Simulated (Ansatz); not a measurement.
# SrZrSeO2 (built on the sites of a database entry of SrZrO3): from the cell to its phonons, part 2 of 2

Task: relax SrZrSeO2 (built on the sites of a database entry of SrZrO3), then find its harmonic phonons.

Ansatz 0.2.0; DFT PBEsol, scalar-relativistic, plane waves, PAW.

So far. Step 4 (Tight relaxation): The forces vanish by symmetry and the pressure is -0.002 GPa, within the tolerances set. The cell now holds 20.01 Å³/atom. Step 5 (Zone-centre response): Before it was imposed, the acoustic sum rule was missed by 8.1e-5 eV/Å². Small misses are needed for a sound result but don't prove that mesh and cutoff are converged. The lowest optical mode is imaginary, 301.3i cm⁻¹, so the energy falls along it. The relaxed cell has a = 4.234, c = 5.583 Å (conventional setting).

The structure was built from a prototype and need not be the compound's stable phase.

## (6) Response at finite wavevector

Stability and thermal properties need the whole zone. Linear response on a 2×4×4 q mesh gives force constants as far as a supercell of that size would.

input.yaml

```yaml
crystal:
  lattice:
    - [5.5825277803, 0.0, 0.0]
    - [0.0, 4.2339339086, 0.0]
    - [0.0, 0.0, 4.2339339086]
  atoms:
    - { symbol: Sr, position: [0.0, 0.0, 0.0] }
    - { symbol: Zr, position: [0.5, 0.5, 0.5] }
    - { symbol: O, position: [0.0, 0.0, 0.5] }
    - { symbol: Se, position: [0.5, 0.0, 0.0] }
    - { symbol: O, position: [0.0, 0.5, 0.0] }
kpoints:
  mp_grid: { grid: [6, 8, 8] }
hamiltonian:
  xc: pbesol
scf:
  occupations: { method: methfessel_paxton, width: 0.2 }
output:
  eigenvalues: true
phonons:
  method: dfpt
  qmesh: [2, 4, 4]
  temperatures: { t_max: 1000, t_step: 50 }
  qpath:
    path:
      - [[0.0, 0.0, 0.0], [0.0, 0.0, 0.5], [0.0, 0.5, 0.5], [0.0, 0.0, 0.0], [0.5, 0.0, 0.0], [0.5, 0.0, 0.5], [0.5, 0.5, 0.5], [0.5, 0.0, 0.0]]
      - [[0.0, 0.0, 0.5], [0.5, 0.0, 0.5]]
      - [[0.0, 0.5, 0.5], [0.5, 0.5, 0.5]]
    npoints: 10
```

Run with:

```bash
$ ansatz run input.yaml --threads 8 --pin off --max-ram 14336MiB --backend cpu --events-out ev --progress --plain --runs-dir out
```

Numbers of over 12 decimals in the logs are rounded to 6 here.

What it wrote:

```text
[...]
Crystal: 5 atoms, lattice volume = 100.073 Å³
Basis set: ecut = 420 eV, 1939 PW (Γ), exchange–correlation on 80×60×60 points (8 copies of the dense FFT grid, shifted against one another)
Bands: 30, of which v1, the nominal top of the filled ones, is band 25 counted from 1 (24 counted from 0)
Symmetry: 16 space group operations
k-points: 60 of 384
[...]
SCF iter   1: F=—  HF=-14164.280895 eV  |F-HF|=—  |Δ(HF+E_count)|=         —  Δρ=2.55e-2  dr2=1.24e0  ethr=1.77e-3  ⟨swp⟩=7.0  Hψ=18234  notcnv=0
[...]
SCF iter  13: F=-14164.213525 eV  HF=-14164.213525 eV  |F-HF|=5.46e-12  |Δ(HF+E_count)|=  1.82e-12  S|Δr|=    0.00e0  Δρ=3.57e-8  dr2=1.67e-12  ethr=1.00e-12  ⟨swp⟩=11.4  Hψ=10142  notcnv=0
[...]
SCF 1 converged in 13 iterations: F = -14164.213525 eV  dr2 = 1.67e-12
[...]
SCF iter   1: F=—  HF=-14164.213526 eV  |F-HF|=—  |Δ(HF+E_count)|=         —  Δρ=1.60e-6  dr2=4.70e-9  ethr=7.16e-8  ⟨swp⟩=4.0  Hψ=14380  notcnv=0
eigensolver tolerance schedule: the retry pair's looser diagonalisation over-reported the residual by 7613.80 of it (diagonalisation noise at 0.21 of the residual, at the tolerance the schedule requests for it); recorded, not acted on — ethr = c·dr2/N_el stays at c = 1.0e-1
[...]
SCF iter   2: F=—  HF=-14164.213525 eV  |F-HF|=—  |Δ(HF+E_count)|=   9.76e-7  S|Δr|=    0.00e0  Δρ=8.83e-7  dr2=1.27e-9  ethr=9.41e-12  ⟨swp⟩=3.6  Hψ=4657  notcnv=0
[...]
SCF iter   8: F=-14164.213525 eV  HF=-14164.213525 eV  |F-HF|=3.64e-12  |Δ(HF+E_count)|=  1.82e-12  S|Δr|=    0.00e0  Δρ=5.78e-8  dr2=5.43e-12  ethr=1.00e-12  ⟨swp⟩=1.4  Hψ=2142  notcnv=0
SCF 2 converged in 8 iterations: F = -14164.213525 eV  dr2 = 5.43e-12
phonons: the bands overlap, so this run is a metal and interpolates without the dipole-dipole term. If the crystal is really an insulator or semiconductor, its LO-TO splitting is missing
NSCF: frozen V_eff on 60 k-points
[...]
DFPT response loops at q = (0, 0, 0) (fractional): preconditioner auto → Kerker (q_TF=auto, 2.430 Å⁻¹) (partly filled bands, converged f_vac=0.007); β = 1.00, the filter's whole step (`scf.mixing.beta` (0.50) is not read by the response loops under this deck's `scf.mixing.preconditioner`; to damp them name `kerker` or `kerker_dos`, under which they read `scf.mixing.beta`, and type it under 1.00, their step now; both keys bind the ground state too); Broyden in place of MSR1
[...]
SCF converged after 13 iterations
[...]
Free energy (F): -14164.213525 eV
[...]
Internal energy: -14164.207185 eV  (E = F + TS)
E sigma→0 (E₀):  -14164.211940 eV
Entropy (-TS):   -0.006340 eV (-1.268 meV/atom)
Fermi energy:    8.247423 eV
[...]
--- Band table (eV; the first three rows and the last of 60) ---
  k-point 0: bands = [... 21 lower, 7.0269, 7.0269, 7.3660, 7.9987, 8.2382, 8.2988, 8.2988, 8.6942, ... 6 higher]
  k-point 1: bands = [... 21 lower, 6.9097, 7.2427, 7.2898, 8.1983, 8.3276, 8.4319, 8.5294, 8.5320, ... 6 higher]
  k-point 2: bands = [... 21 lower, 6.6979, 7.0820, 7.2424, 7.7914, 8.3996, 8.6961, 8.7621, 8.9458, ... 6 higher]
  k-point 59: bands = [... 21 lower, 5.7610, 6.7985, 6.7985, 7.8358, 7.8358, 7.9307, 8.5018, 9.0598, ... 6 higher]
--- Phonons (Γ-DFPT): 9 representative perturbations + reference (Σ response iterations 27) ---
  ASR residual: 8.349e-5 → 0.000e0 eV/Å²; symmetrization residual: 2.232e-6 eV/Å²
  ASR residual per site (eV/Å²): 8.35e-5 5.14e-6 3.70e-5 4.72e-6 3.70e-5
[...]
--- Phonons (arbitrary-q DFPT): 12 irreducible q on the 2×4×4 mesh ---
  q = [0.0000, 0.0000, 0.0000] (star 1, of the zone-centre solve; hermiticity 1.84e-7, symmetrization 1.14e-13): -301.26 -249.91 -192.21 -192.21 -116.38 -116.38 -0.00 -0.00 0.00 78.19 78.19 110.02 279.55 689.87 689.87
  q = [0.0000, 0.0000, 0.2500] (star 4, 15 solved perturbations on 160 of 384 k-point pairs; hermiticity 2.76e-7, symmetrization 3.25e-14): -293.22 -260.06 -187.34 -171.96 -75.72 -65.06 -17.97 22.30 54.84 70.85 84.50 174.95 277.60 621.21 689.59
[...]
q = [0.0000, 0.2500, 0.2500] (star 4, 9 solved perturbations in 1968 linear systems a pass and spin channel, the states on 256 of 384 k-point pairs; hermiticity 1.80e-7, symmetrization 3.91e-14): -289.59 -267.62 -234.88 -124.10 -113.15 -48.48 23.33 34.04 64.49 66.49 171.55 175.25 276.10 613.11 627.52
[...]
sum rule: each row above includes the acoustic sum rule's correction from the zone centre's row sums; it moved no ω² by more than (0.79 cm⁻¹)²
  mesh force constants: q→R imaginary residual 1.20e-18; ASR residual 8.349e-5 → 0.000e0 eV/Å²; symmetrization residual 7.105e-15 eV/Å²
  interpolated dispersion: 93 rows × 15 modes
  density of states and harmonic sums: on the 12×16×16 q-mesh, interpolated from the force constants of a 2×4×4 supercell (no non-analytic term)
  largest difference from the sums on the solved wave vectors: F 1.24e-1 eV, S 1.64e-4 and C_V 4.01e-5 eV/K
  zero-point energy: 0.135259 eV/cell   skipped modes (ω ≤ 0): 1989, of them read as no rigid motion or as one in doubt: 1986 (6.221e0 modes/cell left out, lowest -307.74 cm⁻¹)   left out of the sums: 4.15e-1 of the cell's modes: C_V's classical limit lies that fraction below 3 k_B per atom; for a crystal, a wire or a layer, F and S can be off by more, and a phonons.interpolated_qmesh denser along its periods is the remedy for the sampling
```

It took 14 min on 8 threads of Arm Neoverse V2, shared host; peak memory 2.5 GiB; 1.8 h of CPU time.

This step gave:

| Quantity | Value |
| --- | --- |
| sum-rule residual before enforcement | 8.35e-5 eV/Å² |
| lowest frequency on the path | -307.7 cm⁻¹ |
| highest frequency on the path or at a solved wavevector | 689.9 cm⁻¹ |
| lowest mode on the q mesh (acoustic modes at Γ apart) | -307.7 cm⁻¹ |

Frequencies (cm⁻¹) solved at each irreducible wavevector; negative means imaginary. Frequencies by wavevector, by row:

| q in reciprocal lattice units | star | mode 1 | mode 2 | mode 3 | mode 4 | mode 13 | mode 14 | mode 15 |
| --- | --- | --- | --- | --- | --- | --- | --- | --- |
| 0 0 0 | 1 | -301.3 | -249.9 | -192.2 | -192.2 | 279.6 | 689.9 | 689.9 |
| 0 0 0.25 | 4 | -293.2 | -260.1 | -187.3 | -172 | 277.6 | 621.2 | 689.6 |
| 0 0 -0.5 | 2 | -281.4 | -264.2 | -185.6 | -140.6 | 276.9 | 645.7 | 689.3 |
| 0 0.25 0.25 | 4 | -289.6 | -267.6 | -234.9 | -124.1 | 276.1 | 613.1 | 627.5 |
| 0 0.25 -0.5 | 4 | -278.9 | -274 | -250.4 | -113.5 | 275.4 | 614.7 | 649.8 |
| 0 -0.5 -0.5 | 1 | -283.2 | -276.6 | -276.6 | -135.5 | 274.7 | 617.5 | 670.9 |
| -0.5 0 0 | 1 | -307.7 | -181.9 | -174.3 | -174.3 | 216.7 | 689.5 | 689.5 |
| -0.5 0 0.25 | 4 | -300.8 | -226.7 | -192.1 | -172.5 | 215.6 | 620 | 689.6 |
| -0.5 0 -0.5 | 2 | -274.1 | -264.3 | -200.4 | -171.7 | 277.6 | 643.4 | 689.6 |
| -0.5 0.25 0.25 | 4 | -303.4 | -252.9 | -230.1 | -171.2 | 215.3 | 612.8 | 627.1 |
| -0.5 0.25 -0.5 | 4 | -285.5 | -282.9 | -249.9 | -170.2 | 275.4 | 614.8 | 648.6 |
| -0.5 -0.5 -0.5 | 1 | -291.6 | -291.6 | -284.2 | -167.9 | 272.9 | 616.8 | 669.8 |

Interpolated from a 2×4×4 q mesh. Phonon branches along the path, in cm⁻¹:

| point | branch 1 | branch 2 | branch 3 | branch 4 | branch 12 | branch 13 | branch 14 | branch 15 |
| --- | --- | --- | --- | --- | --- | --- | --- | --- |
| Γ | -301 | -250 | -192 | -192 | 110 | 280 | 690 | 690 |
| halfway | -293 | -260 | -187 | -172 | 175 | 278 | 621 | 690 |
| X | -281 | -264 | -186 | -141 | 274 | 277 | 646 | 689 |
| halfway | -279 | -274 | -250 | -114 | 273 | 275 | 615 | 650 |
| M | -283 | -277 | -277 | -136 | 271 | 275 | 618 | 671 |
| halfway | -290 | -268 | -235 | -124 | 175 | 276 | 613 | 628 |
| Γ | -301 | -250 | -192 | -192 | 110 | 280 | 690 | 690 |
| halfway | -304 | -224 | -184 | -184 | 135 | 262 | 690 | 690 |
| Z | -308 | -182 | -174 | -174 | 200 | 217 | 690 | 690 |
| halfway | -301 | -227 | -192 | -172 | 197 | 216 | 620 | 690 |
| R | -274 | -264 | -200 | -172 | 215 | 278 | 643 | 690 |
| halfway | -286 | -283 | -250 | -170 | 215 | 275 | 615 | 649 |
| A | -292 | -292 | -284 | -168 | 273 | 273 | 617 | 670 |
| halfway | -303 | -253 | -230 | -171 | 193 | 215 | 613 | 627 |
| Z | -308 | -182 | -174 | -174 | 200 | 217 | 690 | 690 |
| jump to X | -281 | -264 | -186 | -141 | 274 | 277 | 646 | 689 |
| halfway | -279 | -264 | -179 | -176 | 259 | 276 | 644 | 690 |
| R | -274 | -264 | -200 | -172 | 215 | 278 | 643 | 690 |
| jump to M | -283 | -277 | -277 | -136 | 271 | 275 | 618 | 671 |
| halfway | -284 | -284 | -284 | -145 | 272 | 272 | 617 | 670 |
| A | -292 | -292 | -284 | -168 | 273 | 273 | 617 | 670 |

Tetrahedra on a 12×16×16 mesh, mean over bins of 10 cm-1. Interpolated from a 2×4×4 q mesh. Phonon density of states against wavenumber; read off at these points:

| wavenumber (cm⁻¹) | phonon density of states (1/cm⁻¹/cell) |
| --- | --- |
| -305 | 0.0171 |
| -285 | 0.0502 |
| -275 | 0.0335 |
| -235 | 0.0137 |
| -205 | 0.0142 |
| -165 | 0.0266 |
| -135 | 0.0176 |
| -115 | 0.0345 |
| -95 | 0.0211 |
| -65 | 0.0211 |
| -25 | 0.00477 |
| 5 | 0.0113 |
| 35 | 0.0294 |
| 65 | 0.0520 |
| 75 | 0.0515 |
| 105 | 0.0225 |
| 145 | 0.0168 |
| 175 | 0.0153 |
| 215 | 0.0135 |
| 245 | 0.0205 |
| 275 | 0.0455 |
| 285 | 0 |
| 315 | 0 |
| 355 | 0 |
| 385 | 0 |
| 415 | 0 |
| 455 | 0 |
| 485 | 0 |
| 525 | 0 |
| 555 | 0 |
| 595 | 0 |
| 615 | 0.0311 |
| 625 | 0.0241 |
| 665 | 0.0157 |
| 695 | 0.00113 |

The partial phonon density of states has structure finer than the step of the table below, so its rows give means over 50 cm⁻¹, whole bins alone (the curve runs from -318 to 721 cm⁻¹). Peaks (cm⁻¹: height): O -285.0: 0.0411, -174.0: 0.0164, 622.6: 0.0263, 681.4: 0.0169; Se -115.2: 0.00912, 61.1: 0.0253, 270.0: 0.0124; Sr 74.2: 0.0155, 159.0: 0.0157, 217.8: 0.0141, 270.0: 0.0265; Zr -167.4: 0.00786, -115.2: 0.0185, 48.0: 0.0104.

Phonopy on the run's constants, 11x13x13 mesh, Gaussian sigma 7.4 cm-1. Interpolated from a 2×4×4 q mesh. Table of partial phonon density of states by wavenumber; means over each step; values in 1/cm⁻¹/cell:

| wavenumber (cm⁻¹) | O | Se | Sr | Zr |
| --- | --- | --- | --- | --- |
| -250 | 0.0213 | 8.3e-5 | 3.5e-6 | 0.00199 |
| -200 | 0.0133 | 3.5e-5 | 1.7e-5 | 0.00195 |
| -150 | 0.00892 | 0.00151 | 4.4e-5 | 0.00842 |
| -100 | 0.00186 | 0.00594 | 2.8e-4 | 0.0174 |
| -50 | 0.00106 | 0.00213 | 4.2e-4 | 0.0101 |
| 0 | 7.2e-4 | 0.00737 | 9.1e-4 | 0.00381 |
| 50 | 0.00311 | 0.0215 | 0.00591 | 0.00867 |
| 100 | 0.00580 | 0.00564 | 0.0112 | 0.00479 |
| 150 | 0.00363 | 0.00244 | 0.00927 | 0.00172 |
| 200 | 6.7e-4 | 0.00289 | 0.00888 | 2.4e-4 |
| 250 | 2.9e-4 | 0.00850 | 0.0159 | 1.0e-4 |
| 300 | 1.4e-5 | 0.00188 | 0.00364 | 1.6e-5 |
| 350 | 0 | 0 | 0 | 0 |
| 400 | 0 | 0 | 0 | 0 |
| 450 | 0 | 0 | 0 | 0 |
| 500 | 0 | 0 | 0 | 0 |
| 550 | 0 | 0 | 0 | 0 |
| 600 | 0.0110 | 0 | 9.1e-4 | 0 |
| 650 | 0.0194 | 0 | 0.00171 | 0 |

Symmetry leaves 12 wavevectors to solve. The lowest mode among them, the acoustic zeros apart, lies at q = (-0.5, 0, 0) and is imaginary, 307.7i cm⁻¹, so the energy falls along it.

## (7) Isotope substitution, element O, natural mass 15.999 amu

An isotope changes the mass and not the force constants, so no new electronic calculation is needed; the shifts show which modes move this element.

The same force constants with the mass of O changed from 15.999 to 17.999 u (phonopy, no LO-TO term). Both lists are sorted by frequency; levels can cross, so a row need not hold one and the same mode. Modes under 3 cm⁻¹ are left out. Isotope shifts, by row, the first 40 of 57 rows:

| q | rank | natural mass (cm⁻¹) | changed mass (cm⁻¹) |
| --- | --- | --- | --- |
| 0 0 0 | 1 | -301.3 | -284 |
| 0 0 0 | 2 | -249.9 | -239.6 |
| 0 0 0 | 3 | -192.2 | -183.3 |
| 0 0 0 | 4 | -192.2 | -183.3 |
| 0 0 0 | 5 | -116.4 | -115.8 |
| 0 0 0 | 6 | -116.4 | -115.8 |
| 0 0 0 | 10 | 78.19 | 77.55 |
| 0 0 0 | 11 | 78.19 | 77.55 |
| 0 0 0 | 12 | 110 | 108.9 |
| 0 0 0 | 13 | 279.6 | 279.5 |
| 0 0 0 | 14 | 689.9 | 655.8 |
| 0 0 0 | 15 | 689.9 | 655.8 |
| 0 0 0.25 | 1 | -293.2 | -276.8 |
| 0 0 0.25 | 2 | -260.1 | -248 |
| 0 0 0.25 | 3 | -187.3 | -178.4 |
| 0 0 0.25 | 4 | -172 | -163.2 |
| 0 0 0.25 | 5 | -75.72 | -75.55 |
| 0 0 0.25 | 6 | -65.06 | -64.8 |
| 0 0 0.25 | 7 | -17.97 | -17.84 |
| 0 0 0.25 | 8 | 22.3 | 22.16 |
| 0 0 0.25 | 9 | 54.84 | 54.62 |
| 0 0 0.25 | 10 | 70.85 | 70.27 |
| 0 0 0.25 | 11 | 84.5 | 84.06 |
| 0 0 0.25 | 12 | 174.9 | 173.6 |
| 0 0 0.25 | 13 | 277.6 | 277.6 |
| 0 0 0.25 | 14 | 621.2 | 589.9 |
| 0 0 0.25 | 15 | 689.6 | 655.5 |
| 0 0 -0.5 | 1 | -281.4 | -267.5 |
| 0 0 -0.5 | 2 | -264.2 | -249.2 |
| 0 0 -0.5 | 3 | -185.6 | -176.9 |
| 0 0 -0.5 | 4 | -140.6 | -132.8 |
| 0 0 -0.5 | 5 | -57.94 | -57.94 |
| 0 0 -0.5 | 6 | -38.86 | -38.54 |
| 0 0 -0.5 | 7 | -17.06 | -16.88 |
| 0 0 -0.5 | 8 | 30.61 | 30.6 |
| 0 0 -0.5 | 9 | 58.68 | 58.22 |
| 0 0 -0.5 | 10 | 60.95 | 60.95 |
| 0 0 -0.5 | 11 | 79.16 | 79.02 |
| 0 0 -0.5 | 12 | 273.7 | 273.7 |
| 0 0 -0.5 | 13 | 276.9 | 276.9 |

A mode of this element alone would shift by -5.72 %. The highest zone-centre frequency without the field goes from 689.9 to 655.8 cm⁻¹ (-4.9 %).

## (8) Isotope substitution, element Se, natural mass 78.971 amu

The same for Se, from 78.97 to 81.92 u.

A mode of this element alone would shift by -1.81 %. The highest zone-centre frequency without the field goes from 689.9 to 689.9 cm⁻¹ (+0.0 %).

## (9) Another isotope, element Sr, natural mass 87.62 amu

The same for Sr, from 87.62 to 85.91 u.

A mode of this element alone would shift by +0.99 %. The highest zone-centre frequency without the field goes from 689.9 to 690.8 cm⁻¹ (+0.1 %).

## (10) Isotope substitution, element Zr, natural mass 91.222 amu

The same for Zr, from 91.22 to 95.91 u.

A mode of this element alone would shift by -2.47 %. The highest zone-centre frequency without the field goes from 689.9 to 689.9 cm⁻¹ (+0.0 %).

## (11) Outcome

| Quantity | Value |
| --- | --- |
| space group after relaxation (within 0.01 Å) | P4/mmm |
| volume per atom | 20.0 Å³ |
| electronic character | no gap on this mesh |
| highest optical mode at the zone centre (no LO-TO term) | 690 cm⁻¹ |
| lowest optical zone-centre mode | -301 cm⁻¹ |
| lowest mode on the q mesh (acoustic modes at Γ apart) | -308 cm⁻¹ |
| highest frequency on the path or at a solved wavevector | 690 cm⁻¹ |
| imaginary modes on the 2×4×4 q mesh | yes |

What this shows: Modes are clearly imaginary (beyond 10i cm⁻¹) at 12 of the 12 irreducible wavevectors, most at q = (-0.5, 0, 0) (307.7i cm⁻¹), so this structure is not a minimum of the energy. The optical modes at Γ span -301 to 690 cm⁻¹ (negative means imaginary). The highest mode in this list at Γ, 689.9 cm⁻¹, is mostly motion of O (87 % of the kinetic energy). With no gap, or one that is small against the smearing, the frequencies hang on the k mesh and the smearing, most of all near Kohn anomalies. The starting cell was built on a prototype and not taken from a measurement, so the phase need not exist. These are harmonic frequencies at zero temperature: anharmonic shifts, linewidths and thermal expansion are left out.

[Logs are printed without paths, hosts, clocks, repeated set-up lines and the standing remarks that a program may print on its own settings, such as how far it seeks lower states.]

[Hosts, paths, dates, database ids (printed as entryN), source tags and the programs' standing remarks are cut or masked in the printed files.]
